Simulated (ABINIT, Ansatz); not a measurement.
**MgSiTe3 (Pm-3m): zone-centre phonons**

Which modes does MgSiTe3 (Pm-3m) have at the zone centre?

Main program and level: ABINIT 10.8.3; DFT LDA, scalar-relativistic, plane waves, HGH norm-conserving pseudopotentials.

The structure was built from a prototype and need not be the compound's stable phase.

## 1. Starting point

Symmetry: Pm-3m, No. 221, cubic system. The conventional cell has a = 5.176 Å, b = 5.176 Å, c = 5.176 Å, α = 90.00°, β = 90.00°, γ = 90.00°. Nearest to Mg lie 12 Te at 3.66 Å. Nearest to Si lie 6 Te at 2.59 Å. Nearest to Te lie 2 Si at 2.59 Å and 4 Mg at 3.66 Å. Farther neighbours and most contacts between anions are not listed.

Structure file:

```cif
data_structure
_symmetry_space_group_name_H-M 'Pm-3m'
_symmetry_Int_Tables_number 221
_cell_length_a 5.1761
_cell_length_b 5.1761
_cell_length_c 5.1761
_cell_angle_alpha 90.000
_cell_angle_beta 90.000
_cell_angle_gamma 90.000
_cell_volume 138.68
loop_
_atom_site_label
_atom_site_type_symbol
_atom_site_symmetry_multiplicity
_atom_site_Wyckoff_symbol
_atom_site_fract_x
_atom_site_fract_y
_atom_site_fract_z
_atom_site_occupancy
Mg1 Mg 1 a 0.00000 0.00000 0.00000 1
Si1 Si 1 b 0.50000 0.50000 0.50000 1
Te1 Te 3 c 0.50000 0.50000 0.00000 1
```

## 2. Relaxing the cell and atoms

The harmonic expansion needs vanishing forces, and a free crystal bears no stress, so cell and atoms are brought to rest. Stress is more sensitive to the basis than forces are: the last 3 Ha under the cutoff are smoothed with ecutsm, and the cutoff is raised above that of the later runs.

The starting cell comes from a relaxation made beforehand in Ansatz (LDA, PseudoDojo NC).

The input, relax.abi:

```
# relaxation
ionmov 2
optcell 2
dilatmx 1.08
ntime 40
tolmxf 1.0d-05
tolvrs 1.0d-14
prtwf 0
prtden 0
chksymtnons 0

# basis, mesh and filling
ecut 38.0
ecutsm 3.0
ixc 7
ngkpt 4 4 4
nshiftk 1
shiftk 0.0 0.0 0.0
istwfk *1
occopt 3
tsmear 0.01
nband 19
nstep 100
diemac 1000000.0
prtebands 0
prtgsr 0

# cell and atoms
acell 3*1.0 Angstrom
rprim 
    5.176142543 0.0 0.0
    0.0 5.176142543 0.0
    0.0 0.0 5.176142543
ntypat 3
znucl 12 14 52
natom 5
typat 1 2 3 3 3
xred 
    0.0 0.0 0.0
    0.5 0.5 0.5
    0.5 0.5 0.0
    0.5 0.0 0.5
    0.0 0.5 0.5
pp_dirpath "./pseudo"
pseudos "Mg.hgh, Si.hgh, Te.hgh"
```

Command:

```
$ OMP_NUM_THREADS=1 mpirun -n 4 abinit relax.abi > relax.log
```

Numbers of over 12 decimals in the logs are rounded to 6 here.

relax.abo, the main output file:

```text
[banners, grids, parts of the stress and lines that vanish by symmetry left out]
- input  file    -> relax.abi
- output file    -> relax.abo
- root for input  files -> relaxi
[...]
Symmetries : space group Pm -3 m (#221); Bravais cP (primitive cubic)
[...]
mpw =       13264          nfft =      216000          nkpt =          10
[...]
== DATASET  1 ==================================================================
[...]
cutoff_energies: {ecut:  38.0, pawecutdg:  -1.0, }
[...]
Exchange-correlation functional for the present dataset will be:
  LDA: Perdew-Wang 92 LSD fit to Ceperley-Alder data - ixc=7
[...]
ETOT  1  -29.519514877962    -2.952E+01 2.388E-02 1.631E+02
 ETOT  2  -29.562448043751    -4.293E-02 5.494E-03 5.768E+00
 ETOT  3  -29.562958899411    -5.109E-04 7.653E-04 7.586E-01
 ETOT  4  -29.563026268045    -6.737E-05 3.761E-04 8.666E-03
 ETOT  5  -29.563027066543    -7.985E-07 2.025E-04 2.961E-04
[...]
At SCF step   11       vres2   =  1.85E-15 < tolvrs=  1.00E-14 =>converged.
[...]
sigma(1 1)= -5.05979643E-05  sigma(3 2)=  0.00000000E+00
  sigma(2 2)= -5.05979643E-05  sigma(3 1)=  0.00000000E+00
  sigma(3 3)= -5.05979643E-05  sigma(2 1)=  0.00000000E+00
[...]
convergence: {deltae: -3.009E-12, res2:  1.853E-15, residm:  1.297E-05, diffor: null, }
etotal    :  -2.95630271E+01
[...]
ETOT  1  -29.562988756364    -2.956E+01 1.164E-05 3.987E+00
[...]
At SCF step   10       vres2   =  1.26E-15 < tolvrs=  1.00E-14 =>converged.
[...]
sigma(1 1)= -4.25091722E-05  sigma(3 2)=  0.00000000E+00
  sigma(2 2)= -4.25091722E-05  sigma(3 1)=  0.00000000E+00
  sigma(3 3)= -4.25091722E-05  sigma(2 1)=  0.00000000E+00
[...]
convergence: {deltae: -2.331E-12, res2:  1.257E-15, residm:  1.127E-05, diffor: null, }
etotal    :  -2.95632257E+01
[...]
ETOT  1  -29.556627320099    -2.956E+01 3.026E-05 1.189E+02
[...]
At SCF step   11       vres2   =  4.89E-17 < tolvrs=  1.00E-14 =>converged.
[...]
sigma(1 1)= -1.68539432E-06  sigma(3 2)=  0.00000000E+00
  sigma(2 2)= -1.68539432E-06  sigma(3 1)=  0.00000000E+00
  sigma(3 3)= -1.68539432E-06  sigma(2 1)=  0.00000000E+00
[...]
convergence: {deltae:  1.027E-12, res2:  4.889E-17, residm:  4.474E-06, diffor: null, }
etotal    :  -2.95637301E+01
[...]
ETOT  1  -29.563718249803    -2.956E+01 2.476E-06 2.113E-01
[...]
ETOT  8  -29.563731015598    -1.869E-12 2.195E-07 4.263E-13
 ETOT  9  -29.563731015596     1.421E-12 3.736E-07 7.509E-15
 At SCF step    9       vres2   =  7.51E-15 < tolvrs=  1.00E-14 =>converged.
[...]
sigma(1 1)= -6.14996540E-08  sigma(3 2)=  0.00000000E+00
  sigma(2 2)= -6.14996540E-08  sigma(3 1)=  0.00000000E+00
  sigma(3 3)= -6.14996540E-08  sigma(2 1)=  0.00000000E+00
[...]
convergence: {deltae:  1.421E-12, res2:  7.509E-15, residm:  3.736E-07, diffor: null, }
etotal    :  -2.95637310E+01
[...]
At Broyd/MD step   4, gradients are converged :
[...]
sigma(1 1)= -6.14996540E-08  sigma(3 2)=  0.00000000E+00
  sigma(2 2)= -6.14996540E-08  sigma(3 1)=  0.00000000E+00
  sigma(3 3)= -6.14996540E-08  sigma(2 1)=  0.00000000E+00
[...]
- sigma(1 1)= -1.80938229E-03  sigma(3 2)=  0.00000000E+00
- sigma(2 2)= -1.80938229E-03  sigma(3 1)=  0.00000000E+00
- sigma(3 3)= -1.80938229E-03  sigma(2 1)=  0.00000000E+00
[...]
fcart     -0.0000000000E+00 -0.0000000000E+00 -0.0000000000E+00
           strten     -6.1499654008E-08 -6.1499654007E-08 -6.1499654004E-08
================================================================================

[key lines of the parts left out:]
pressure_GPa:   1.8094E-03
Total energy (etotal) [Ha]= -2.95637310155961E+01
```

The job ended after 2.3 min (4 MPI ranks of Intel Xeon at 2.70GHz, shared host; 9.3 min of CPU time).

The steps of the relaxation:

```
step  energy less that of the first step (eV)  largest force (eV/Å)  volume (Å³)
   1                                   0.0000                0.0000       138.68
   2                                  -0.0054                0.0000       139.31
   3                                  -0.0191                0.0000       142.77
   4                                  -0.0192                0.0000       142.92
```

| conventional cell, symmetrised | before | after | change |
| --- | --- | --- | --- |
| a (Å) | 5.176 | 5.228 | +1.0 % |
| b (Å) | 5.176 | 5.228 | +1.0 % |
| c (Å) | 5.176 | 5.228 | +1.0 % |
| volume (Å³/atom) | 27.74 | 28.58 | +3.1 % |

The relaxed structure:

```cif
data_structure
_symmetry_space_group_name_H-M 'P 1'
_symmetry_Int_Tables_number 1
_cell_length_a 5.2283
_cell_length_b 5.2283
_cell_length_c 5.2283
_cell_angle_alpha 90.000
_cell_angle_beta 90.000
_cell_angle_gamma 90.000
_cell_volume 142.92
loop_
_atom_site_label
_atom_site_type_symbol
_atom_site_fract_x
_atom_site_fract_y
_atom_site_fract_z
_atom_site_occupancy
Mg1 Mg 0.00000 0.00000 0.00000 1
Si2 Si 0.50000 0.50000 0.50000 1
Te3 Te 0.50000 0.50000 0.00000 1
Te4 Te 0.50000 0.00000 0.50000 1
Te5 Te 0.00000 0.50000 0.50000 1
```

Read from the output:

```
volume per atom   : 28.58 Å³
pressure          : 0.001809 GPa
gap on the k-mesh : 0 eV
```

The volume changes by +3.1 % from the cell with which this run began.

## 3. Self-consistent run for the response

First-order wavefunctions inherit every error of the ground state, hence the very tight tolvrs. Occupations are smeared.

The input, gs.abi:

```
# ground state
tolvrs 1.0d-16
prtden 1
prtwf 1

# basis, mesh and filling
ecut 30.0
ixc 7
ngkpt 4 4 4
nshiftk 1
shiftk 0.0 0.0 0.0
istwfk *1
occopt 3
tsmear 0.01
nband 19
nstep 100
diemac 1000000.0
prtebands 0
prtgsr 0

# cell and atoms
acell 3*1.0 Angstrom
rprim 
    5.228297802 0.0 0.0
    0.0 5.228297802 0.0
    0.0 0.0 5.228297802
ntypat 3
znucl 12 14 52
natom 5
typat 1 2 3 3 3
xred 
    0.0 0.0 0.0
    0.5 0.5 0.5
    0.5 0.5 0.0
    0.5 0.0 0.5
    0.0 0.5 0.5
pp_dirpath "./pseudo"
pseudos "Mg.hgh, Si.hgh, Te.hgh"
```

Command:

```
$ OMP_NUM_THREADS=1 mpirun -n 4 abinit gs.abi > gs.log
```

gs.abo, the main output file:

```text
[banners, grids, parts of the stress and lines that vanish by symmetry left out]
- input  file    -> gs.abi
- output file    -> gs.abo
- root for input  files -> gsi
[...]
Symmetries : space group Pm -3 m (#221); Bravais cP (primitive cubic)
[...]
mpw =        7624          nfft =      125000          nkpt =          10
[...]
== DATASET  1 ==================================================================
[...]
cutoff_energies: {ecut:  30.0, pawecutdg:  -1.0, }
[...]
Exchange-correlation functional for the present dataset will be:
  LDA: Perdew-Wang 92 LSD fit to Ceperley-Alder data - ixc=7
[...]
ETOT  1  -29.525658496311    -2.953E+01 2.143E-02 8.560E+01
 ETOT  2  -29.563175816584    -3.752E-02 1.648E-03 2.925E+00
 ETOT  3  -29.563632233235    -4.564E-04 5.947E-04 4.227E-01
 ETOT  4  -29.563700407682    -6.817E-05 6.040E-04 5.257E-03
 ETOT  5  -29.563701165407    -7.577E-07 2.357E-04 1.593E-04
[...]
ETOT 11  -29.563701181633    -7.358E-12 1.148E-04 1.132E-15
 ETOT 12  -29.563701181641    -8.033E-12 3.962E-05 6.601E-17
 At SCF step   12       vres2   =  6.60E-17 < tolvrs=  1.00E-16 =>converged.
[...]
sigma(1 1)=  1.09358423E-07  sigma(3 2)=  0.00000000E+00
  sigma(2 2)=  1.09358423E-07  sigma(3 1)=  0.00000000E+00
  sigma(3 3)=  1.09358423E-07  sigma(2 1)=  0.00000000E+00
[...]
convergence: {deltae: -8.033E-12, res2:  6.601E-17, residm:  3.962E-05, diffor: null, }
etotal    :  -2.95637012E+01
[...]
sigma(1 1)=  1.09358423E-07  sigma(3 2)=  0.00000000E+00
  sigma(2 2)=  1.09358423E-07  sigma(3 1)=  0.00000000E+00
  sigma(3 3)=  1.09358423E-07  sigma(2 1)=  0.00000000E+00
[...]
- sigma(1 1)=  3.21743588E-03  sigma(3 2)=  0.00000000E+00
- sigma(2 2)=  3.21743588E-03  sigma(3 1)=  0.00000000E+00
- sigma(3 3)=  3.21743588E-03  sigma(2 1)=  0.00000000E+00
[...]
fcart     -0.0000000000E+00 -0.0000000000E+00 -0.0000000000E+00
           strten      1.0935842292E-07  1.0935842292E-07  1.0935842292E-07
================================================================================

[key lines of the parts left out:]
pressure_GPa:  -3.2174E-03
```

Run time: 21 s. Hardware: 4 MPI ranks.

Read from the output:

* pressure: -0.003217 GPa

The cell stands at -0.0032 GPa, close enough for phonons.

(Part 1 of 4 ends here.)

[Host names and launcher messages were left out of these logs when they were recorded.]

[Logs are printed without paths, hosts, clocks, repeated set-up lines and the standing remarks that a program may print on its own settings, such as how far it seeks lower states.]

[Hosts, paths, dates, database ids (printed as entryN), source tags and the programs' standing remarks are cut or masked in the printed files.]
